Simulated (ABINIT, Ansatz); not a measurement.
# Quasiparticle gap of AlBO3 (R-3c) in ABINIT, part 2 of 3

Aim: the G0W0 gap of AlBO3 (R-3c) on PBEsol, step by step.

ABINIT 10.8.3; PBEsol and many-body steps on it, plane waves. Known limits of the many-body steps: not at the basis limit.

So far. Step 2 (Ground state): The gap is indirect, with the least direct gap 0.09 eV higher.

### Step 3. Bands along the symmetry lines

Level of this step: DFT, PBEsol, plane waves, norm-conserving pseudopotentials (ABINIT).

Levels along a band path, at the cheap level, show where the edges lie and whether the meshes to come will hold them.

Input file run.abi:

```
acell 3*1.0 Angstrom
rprim 
  2.231899999996 1.288588065802 4.581666666700
  -2.231899999996 1.288588065802 4.581666666700
  0.000000000000 -2.577176131604 4.581666666700
ntypat 3
znucl 13 5 8
natom 10
typat 1 1 2 2 3 3 3 3 3 3
xred 
  0.000000000000 -0.000000000000 -0.000000000000
  0.500000000000 0.500000000000 0.500000000000
  0.250000000000 0.250000000000 0.250000000000
  0.750000000000 0.750000000000 0.750000000000
  0.940980000000 0.559020000000 0.250000000000
  0.250000000000 0.940980000000 0.559020000000
  0.559020000000 0.250000000000 0.940980000000
  0.059020000000 0.440980000000 0.750000000000
  0.750000000000 0.059020000000 0.440980000000
  0.440980000000 0.750000000000 0.059020000000
pp_dirpath "pseudos"
pseudos "Al.upf, B.upf, O.upf"
ecut 36
iscf -2
irdden 1
kptopt 0
nkpt 31
kpt 
  0.00000000 0.00000000 0.00000000
  0.12500000 0.12500000 0.12500000
  0.25000000 0.25000000 0.25000000
  0.37500000 0.37500000 0.37500000
  0.50000000 0.50000000 0.50000000
  0.57014986 0.42985015 0.50000000
  0.64029971 0.35970029 0.50000000
  0.71044957 0.28955043 0.50000000
  0.78059942 0.21940058 0.50000000
  0.50000000 -0.21940058 0.21940058
  0.50000000 -0.16455043 0.16455043
  0.50000000 -0.10970029 0.10970029
  0.50000000 -0.05485015 0.05485015
  0.50000000 0.00000000 0.00000000
  0.37500000 0.00000000 0.00000000
  0.25000000 0.00000000 0.00000000
  0.12500000 0.00000000 0.00000000
  0.00000000 0.00000000 0.00000000
  0.08992507 -0.08992507 0.00000000
  0.17985014 -0.17985014 0.00000000
  0.26977522 -0.26977522 0.00000000
  0.35970029 -0.35970029 -0.00000000
  0.64029971 0.00000000 0.35970029
  0.60522478 0.00000000 0.39477522
  0.57014985 0.00000000 0.42985014
  0.53507493 0.00000000 0.46492507
  0.50000000 0.00000000 0.50000000
  0.37500000 0.00000000 0.37500000
  0.25000000 0.00000000 0.25000000
  0.12500000 0.00000000 0.12500000
  0.00000000 0.00000000 0.00000000
istwfk *1
nband 31
nbdbuf 2
tolwfr 1e-08
nstep 40
prtwf 0
prtvol 0
indata_prefix "in"
outdata_prefix "out"
tmpdata_prefix "tmp"
```

Launch:

```bash
OMP_NUM_THREADS=1 mpirun -n 8 abinit run.abi > log
```

Numbers of over 12 decimals in the logs are rounded to 6 here.

What it wrote:

```text
.Version 10.8.3 of ABINIT. v10.8.2 released Aug 2026.

 Symmetries : space group R-3 c (#167); Bravais hR (rhombohedral)
[... echo of the input left out ...]
== DATASET  1 ==================================================================
-   mpi_nproc: 8, omp_nthreads: 1 (-1 if OMP is not activated)

--- !DatasetInfo
iteration_state: {dtset: 1, }
dimensions: {natom: 10, nkpt: 31, mband: 31, nsppol: 1, nspinor: 1, nspden: 1, mpw: 5537, }
cutoff_energies: {ecut:  36.0, pawecutdg:  -1.0, }
electrons: {nelect:   4.80000000E+01, charge:   0.00000000E+00, occopt:   1.00000000E+00, tsmear:   1.00000000E-02, }

 Real(R)+Recip(G) space primitive vectors, cartesian coordinates (Bohr,Bohr^-1):
 R(1)=  4.2176797  2.4350785  8.6580952  G(1)=  0.1185486  0.0684441  0.0384996
 R(2)= -4.2176797  2.4350785  8.6580952  G(2)= -0.1185486  0.0684441  0.0384996
 R(3)=  0.0000000 -4.8701571  8.6580952  G(3)=  0.0000000 -0.1368881  0.0384996
 Unit cell volume ucvol=  5.3353164E+02 bohr^3
 Angles (23,13,12)=  5.02478172E+01  5.02478172E+01  5.02478172E+01 degrees

 getcut: wavevector=  0.0000  0.0000  0.0000  ngfft=  54  54  54
         ecut(hartree)=     36.000   => boxcut(ratio)=   2.01285

--- Pseudopotential description ------------------------------------------------
- Al Generated using ONCVPSP code by D. R. Hamann
- 13.00000   3.00000  180301                  znucl, zion, pspdat
12 -116133 2 -1 1876                          pspcod,pspxc,lmax,lloc,mmax
     nproj     2     2     2
  pspatm : epsatm=    0.68509285
         --- l  ekb(1:nproj) -->
             0    5.834965    0.726662
             1    6.225605    0.924840
             2   -2.432733   -0.548689
 pspatm: atomic psp has been read  and splines computed

- B Generated using ONCVPSP code by D. R. Hamann
-  5.00000   3.00000  180301                  znucl, zion, pspdat
12 -116133 1 -1 1534                          pspcod,pspxc,lmax,lloc,mmax
     nproj     2     2     0
  pspatm : epsatm=    3.20154509
         --- l  ekb(1:nproj) -->
[...]
pspatm: atomic psp has been read  and splines computed

- O Generated using ONCVPSP code by D. R. Hamann
-  8.00000   6.00000  180301                  znucl, zion, pspdat
12 -116133 2 -1 936                           pspcod,pspxc,lmax,lloc,mmax
     nproj     2     2     1
  pspatm : epsatm=    6.22910120
         --- l  ekb(1:nproj) -->
[...]
2   -1.335834
 pspatm: atomic psp has been read  and splines computed

--------------------------------------------------------------------------------

================================================================================
 prteigrs : about to open file out_EIG
 Non-SCF case, kpt    1 (  0.00000  0.00000  0.00000), residuals and eigenvalues=
  4.47E-09  4.28E-09  4.19E-09  9.46E-09  4.43E-09  9.15E-09  8.13E-09  5.02E-09
[...]
iteration_state: {dtset: 1, }
comment   : Summary of ground state results
lattice_vectors:
- [  4.2176797,   2.4350785,   8.6580952, ]
- [ -4.2176797,   2.4350785,   8.6580952, ]
- [  0.0000000,  -4.8701571,   8.6580952, ]
lattice_lengths: [   9.93383,    9.93383,    9.93383, ]
lattice_angles: [ 50.248,  50.248,  50.248, ] # degrees, (23, 13, 12)
lattice_volume:   5.3353164E+02
convergence: {deltae:  0.000E+00, res2:  0.000E+00, residm:  9.990E-09, diffor:  0.000E+00, }
etotal    :  -1.09959118E+02
entropy   :   0.00000000E+00
fermie    :   1.81023823E-01
cartesian_stress_tensor: null
pressure_GPa: null
xred      :
- [  0.0000E+00,   0.0000E+00,   0.0000E+00, Al]
- [  5.0000E-01,   5.0000E-01,   5.0000E-01, Al]
- [  2.5000E-01,   2.5000E-01,   2.5000E-01,  B]
- [  7.5000E-01,   7.5000E-01,   7.5000E-01,  B]
- [  9.4098E-01,   5.5902E-01,   2.5000E-01,  O]
- [  2.5000E-01,   9.4098E-01,   5.5902E-01,  O]
- [  5.5902E-01,   2.5000E-01,   9.4098E-01,  O]
- [  5.9020E-02,   4.4098E-01,   7.5000E-01,  O]
- [  7.5000E-01,   5.9020E-02,   4.4098E-01,  O]
- [  4.4098E-01,   7.5000E-01,   5.9020E-02,  O]
cartesian_forces: null
force_length_stats: {min: null, max: null, mean: null, }

 Integrated electronic density in atomic spheres:
 ------------------------------------------------
 Atom  Sphere_radius  Integrated_density
[...]
================================================================================

 ----iterations are completed or convergence reached----

 Mean square residual over all n,k,spin=   61.596E-10; max=  99.899E-10
 reduced coordinates (array xred) for   10 atoms
[...]
0.750000000000      0.059020000000      0.440980000000
       0.440980000000      0.750000000000      0.059020000000

 cartesian coordinates (angstrom) at end:
    1      0.000000     0.000000     0.000000
    2      0.000000    -0.000000     6.872500
    3      0.000000    -0.000000     3.436250
[...]
9      1.542198    -0.093990     5.727083
   10     -0.689702     1.382578     5.727083
 length scales=  1.889726125908  1.889726125908  1.889726125908 bohr
              =  1.000000000000  1.000000000000  1.000000000000 angstroms
 prteigrs : about to open file out_EIG
 Eigenvalues (hartree) for nkpt=  31  k points:
 kpt#   1, nband= 31, wtk=  1.00000, kpt=  0.0000  0.0000  0.0000 (reduced coord)
[...]
kpt#   2, nband= 31, wtk=  1.00000, kpt=  0.1250  0.1250  0.1250 (reduced coord)
[...]
kpt#   3, nband= 31, wtk=  1.00000, kpt=  0.2500  0.2500  0.2500 (reduced coord)
[...]
kpt#  30, nband= 31, wtk=  1.00000, kpt=  0.1250  0.0000  0.1250 (reduced coord)
[...]
0.40390    0.43464    0.48384    0.58218    0.58904    0.61262    0.65316
 kpt#  31, nband= 31, wtk=  1.00000, kpt=  0.0000  0.0000  0.0000 (reduced coord)
[...]
-0.06494   -0.06073   -0.06073   -0.02689   -0.02689    0.03322    0.04579    0.09960
   0.09960    0.09967    0.09967    0.14046    0.14046    0.14916    0.18102    0.18102
   0.40366    0.41802    0.49426    0.58238    0.60289    0.60289    0.63269

== END DATASET(S) ==============================================================
================================================================================

 -outvars: echo values of variables after computation  --------
            nband          31
             nkpt          31
          spgroup         167
 [... the other variables as echoed above ...]

 Calculation completed.
```

It took 26 s on 8 MPI ranks of Arm Neoverse V1, shared host; peak memory 0.65 GiB.

This step gave:

* gap: 5.828 eV
* k of the valence top: 0, 0, 0
* k of the conduction bottom: 0.25, 0.25, 0.25
* least direct gap: 5.957 eV

The gap is 5.828 eV, −0.033 eV from the run before at this level.

The electronic bands at the labelled points (eV, zero at the top of the highest filled band):

```
     point  band 21  band 22  band 23  band 24  band 25  band 26  band 27  band 28
         Γ    -1.10    -0.87     0.00     0.00     6.06     6.45     8.52    10.92
   halfway    -1.00    -1.00    -0.20    -0.20     5.83     7.52     7.74    10.47
         T    -0.66    -0.66    -0.66    -0.66     6.40     6.40     9.16     9.16
   halfway    -1.21    -1.21    -0.68    -0.68     6.78     6.78     9.62     9.62
        H2    -1.05    -1.05    -0.47    -0.47     7.15     7.15     9.54     9.54
jump to H0    -1.05    -1.05    -0.47    -0.47     7.15     7.15     9.54     9.54
   halfway    -1.17    -1.17    -0.30    -0.30     6.98     6.98     9.38     9.38
         L    -1.42    -1.42    -0.29    -0.29     6.82     6.82     9.49     9.49
   halfway    -1.30    -0.80    -0.56    -0.13     6.29     7.57     7.75    10.39
         Γ    -1.10    -0.87     0.00     0.00     6.06     6.45     8.52    10.92
   halfway    -1.24    -0.81    -0.48    -0.24     6.37     7.73     7.88    10.00
        S0    -1.11    -1.03    -0.50    -0.30     7.12     7.20     9.22     9.80
jump to S2    -1.11    -1.03    -0.50    -0.30     7.12     7.20     9.22     9.80
   halfway    -1.13    -1.01    -0.67    -0.44     6.88     7.65     9.45     9.70
         F    -1.14    -0.97    -0.80    -0.51     6.76     7.89     9.61     9.66
   halfway    -1.13    -0.96    -0.45    -0.44     6.25     7.84     7.85    10.36
         Γ    -1.10    -0.87     0.00     0.00     6.06     6.45     8.52    10.92
```

### Step 4. Empty states on the mesh, 4×4×4 mesh, 267 bands

The sums over transitions need many empty states on a uniform mesh; this step solves for them.

Input file run.abi:

```
acell 3*1.0 Angstrom
rprim 
  2.231899999996 1.288588065802 4.581666666700
  -2.231899999996 1.288588065802 4.581666666700
  0.000000000000 -2.577176131604 4.581666666700
ntypat 3
znucl 13 5 8
natom 10
typat 1 1 2 2 3 3 3 3 3 3
xred 
  0.000000000000 -0.000000000000 -0.000000000000
  0.500000000000 0.500000000000 0.500000000000
  0.250000000000 0.250000000000 0.250000000000
  0.750000000000 0.750000000000 0.750000000000
  0.940980000000 0.559020000000 0.250000000000
  0.250000000000 0.940980000000 0.559020000000
  0.559020000000 0.250000000000 0.940980000000
  0.059020000000 0.440980000000 0.750000000000
  0.750000000000 0.059020000000 0.440980000000
  0.440980000000 0.750000000000 0.059020000000
pp_dirpath "pseudos"
pseudos "Al.upf, B.upf, O.upf"
ecut 36
ngkpt 4 4 4
nshiftk 1
shiftk 0 0 0
kptopt 1
chksymbreak 0
irdden 1
istwfk *1
nband 267
prtvol 0
optdriver 6
gwr_task "HDIAGO"
paral_kgb 0
occopt 1
indata_prefix "in"
outdata_prefix "out"
tmpdata_prefix "tmp"
```

What it wrote:

```text
[banner, memory and clock lines left out]
.Version 10.8.3 of ABINIT. v10.8.2 released Aug 2026.

 Symmetries : space group R-3 c (#167); Bravais hR (rhombohedral)
[... echo of the input left out ...]
== DATASET  1 ==================================================================
-   mpi_nproc: 8, omp_nthreads: 1 (-1 if OMP is not activated)

--- !DatasetInfo
iteration_state: {dtset: 1, }
dimensions: {natom: 10, nkpt: 13, mband: 267, nsppol: 1, nspinor: 1, nspden: 1, mpw: 5535, }
cutoff_energies: {ecut:  36.0, pawecutdg:  -1.0, }
electrons: {nelect:   4.80000000E+01, charge:   0.00000000E+00, occopt:   1.00000000E+00, tsmear:   1.00000000E-02, }

.Using double precision arithmetic; gwpc =  8

- Reading GS density from: in_DEN

--- Pseudopotential description ------------------------------------------------
- Al Generated using ONCVPSP code by D. R. Hamann
- 13.00000   3.00000  180301                  znucl, zion, pspdat
12 -116133 2 -1 1876                          pspcod,pspxc,lmax,lloc,mmax
     nproj     2     2     2
  pspatm : epsatm=    0.68509285
         --- l  ekb(1:nproj) -->
             0    5.834965    0.726662
             1    6.225605    0.924840
             2   -2.432733   -0.548689
 pspatm: atomic psp has been read  and splines computed

- B Generated using ONCVPSP code by D. R. Hamann
-  5.00000   3.00000  180301                  znucl, zion, pspdat
12 -116133 1 -1 1534                          pspcod,pspxc,lmax,lloc,mmax
     nproj     2     2     0
  pspatm : epsatm=    3.20154509
         --- l  ekb(1:nproj) -->
             0    8.466603    1.247630
             1   -3.609180   -0.822621
 pspatm: atomic psp has been read  and splines computed

- O Generated using ONCVPSP code by D. R. Hamann
-  8.00000   6.00000  180301                  znucl, zion, pspdat
12 -116133 2 -1 936                           pspcod,pspxc,lmax,lloc,mmax
     nproj     2     2     1
  pspatm : epsatm=    6.22910120
         --- l  ekb(1:nproj) -->
             0    6.050032    0.820363
             1   -4.739617   -1.153841
             2   -1.335834
 pspatm: atomic psp has been read  and splines computed

   2.16709839E+03                                ecore*ucvol(ha*bohr**3)

 Total charge density [el/Bohr^3]
)     Maximum=    9.8815E-01  at reduced coord.    0.5926    0.1852    0.9444
)     Minimum=    1.0964E-03  at reduced coord.    0.0000    0.0000    0.0000
   Integrated=    4.8000E+01

 === KS gaps after direct diagonalization ===
 Indirect band gap semiconductor
 Fundamental gap:     5.828 (eV)
   VBM:     4.926 (eV) at k: [ 0.0000E+00,  0.0000E+00,  0.0000E+00]
   CBM:    10.754 (eV) at k: [ 2.5000E-01,  2.5000E-01,  2.5000E-01]
 Direct gap:         6.027 (eV) at k: [ 2.5000E-01,  2.5000E-01,  2.5000E-01]

== END DATASET(S) ==============================================================

 -outvars: echo values of variables after computation  --------
           etotal      0.0000000000E+00
            nband         267
             nkpt          13
          spgroup         167
 [... the other variables as echoed above ...]

 Calculation completed.
```

Wall time 4.2 min (8 MPI ranks); peak memory 13 GiB.

Numbers from this step:

```yaml
gap: 5.828 eV
k_of_the_valence_top: 0, 0, 0
k_of_the_conduction_bottom: 0.25, 0.25, 0.25
least_direct_gap: 6.027 eV
k_points_computed: 13
lowest_point_of_the_top_converged_band_above_the_valence_top: 108.7440 eV
```

On this mesh the gap is 5.828 eV.

### Step 5. Screening, 4×4×4 mesh, 259 bands, screening to 217.7 eV

The RPA dielectric matrix is built and inverted for each q.

This step: RPA screening on PBEsol, plane waves, norm-conserving pseudopotentials.

run.abi: that of step 4 with these lines changed.

```diff
@@ -28,10 +28,11 @@
 chksymbreak 0
-irdden 1
 istwfk *1
-nband 267
-prtvol 0
-optdriver 6
-gwr_task "HDIAGO"
-paral_kgb 0
 occopt 1
+irdwfk 1
+optdriver 3
+nband 259
+ecuteps 8
+inclvkb 2
+awtr 1
+symchi 1
 indata_prefix "in"
```

What it wrote:

```text
.Version 10.8.3 of ABINIT. v10.8.2 released Aug 2026.

 Symmetries : space group R-3 c (#167); Bravais hR (rhombohedral)
[... echo of the input left out ...]
== DATASET  1 ==================================================================
-   mpi_nproc: 8, omp_nthreads: 1 (-1 if OMP is not activated)

--- !DatasetInfo
iteration_state: {dtset: 1, }
dimensions: {natom: 10, nkpt: 13, mband: 259, nsppol: 1, nspinor: 1, nspden: 1, mpw: 5535, }
cutoff_energies: {ecut:  36.0, pawecutdg:  -1.0, }
electrons: {nelect:   4.80000000E+01, charge:   0.00000000E+00, occopt:   1.00000000E+00, tsmear:   1.00000000E-02, }

 SCREENING: Calculation of the susceptibility and dielectric matrices

 Based on a program developped by R.W. Godby, V. Olevano, G. Onida, and L. Reining.
 Incorporated in ABINIT by V. Olevano, G.-M. Rignanese, and M. Torrent.
.Using double precision arithmetic ; gwpc =  8

[... cell and pseudopotentials left out ...]
--------------------------------------------------------------------------------

 ==== K-mesh for the wavefunctions ====
 Number of points in the irreducible wedge :    13
[... list of points left out ...]
 Together with 12 symmetry operations and time-reversal symmetry
 yields    64 points in the full Brillouin Zone.

 ==== Q-mesh for the screening function ====
 Number of points in the irreducible wedge :    13
[... list of points left out ...]
 Together with 12 symmetry operations and time-reversal symmetry
 yields    64 points in the full Brillouin Zone.

 setmesh: FFT mesh size selected  =    40x   40x   40
          total number of points  =        64000

 vcoul_init : cutoff-mode = AUXILIARY_FUNCTION
 q-points for optical limit:   1
     1)      0.000010    0.000020    0.000030

- screening: taking advantage of time-reversal symmetry
- Maximum band index for partially occupied states nbvw = 24
- Remaining bands to be divided among processors   nbcw = 235
- Number of bands treated by each node ~29

 Number of electrons calculated from density =   48.0000; Expected =   48.0000
 average of density, n =  0.089967
 r_s =    1.3844
 omega_plasma =   28.9332 [eV]

 calculating chi0 at frequencies [eV] :
  1    0.000000E+00    0.000000E+00
  2    0.000000E+00    2.893318E+01

--------------------------------------------------------------------------------
  q-point number  1        q = ( 0.000000, 0.000000, 0.000000) [r.l.u.]
--------------------------------------------------------------------------------
[... chi0 elements left out ...]
 For q-point:  0.000010 0.000020 0.000030
  dielectric constant =   3.0371
  dielectric constant without local fields =   3.3114

  Average fulfillment of the sum rule on Im[epsilon] for q-point    1 :     77.86  [%]
[... wings left out ...]
  q-point number  2        q = ( 0.250000, 0.000000, 0.000000) [r.l.u.]
--------------------------------------------------------------------------------
[... chi0 elements left out ...]
  Average fulfillment of the sum rule on Im[epsilon] for q-point    2 :     84.07  [%]

 [... 11 further q-points ...]
```

The job ended after 13 min (8 MPI ranks; peak memory 7.1 GiB).

This step gave:

```
ε∞ with local fields, on this mesh, along the program's q direction : 3.037
the same without local fields                                       : 3.311
plasma frequency                                                    : 28.93 eV
plane waves in the screening matrix                                 : 587
```

Local fields lower ε∞ by 8 %.

(Continued in part 3 of 3.)

[Paths, hosts, dates, memory and timing lines, banners, echoed tables and standing remarks are left out of the program output.]

[Logs are printed without paths, hosts, clocks, repeated set-up lines and the standing remarks that a program may print on its own settings, such as how far it seeks lower states.]

[Runs of the session that timed out or met a known fault of the program may be left out.]

[Hosts, paths, dates, database ids (printed as entryN), source tags and the programs' standing remarks are cut or masked in the printed files.]

[G0W0 gaps are taken among the corrected bands and points alone; a level outside them can change the order at an edge.]

[Where Ansatz stands beside ABINIT at settings called matched, ABINIT's density can come from a denser mesh and the files from another edition; pairs whose starting gaps differed by over 0.03 eV were left out, so agreement reads better than it is.]
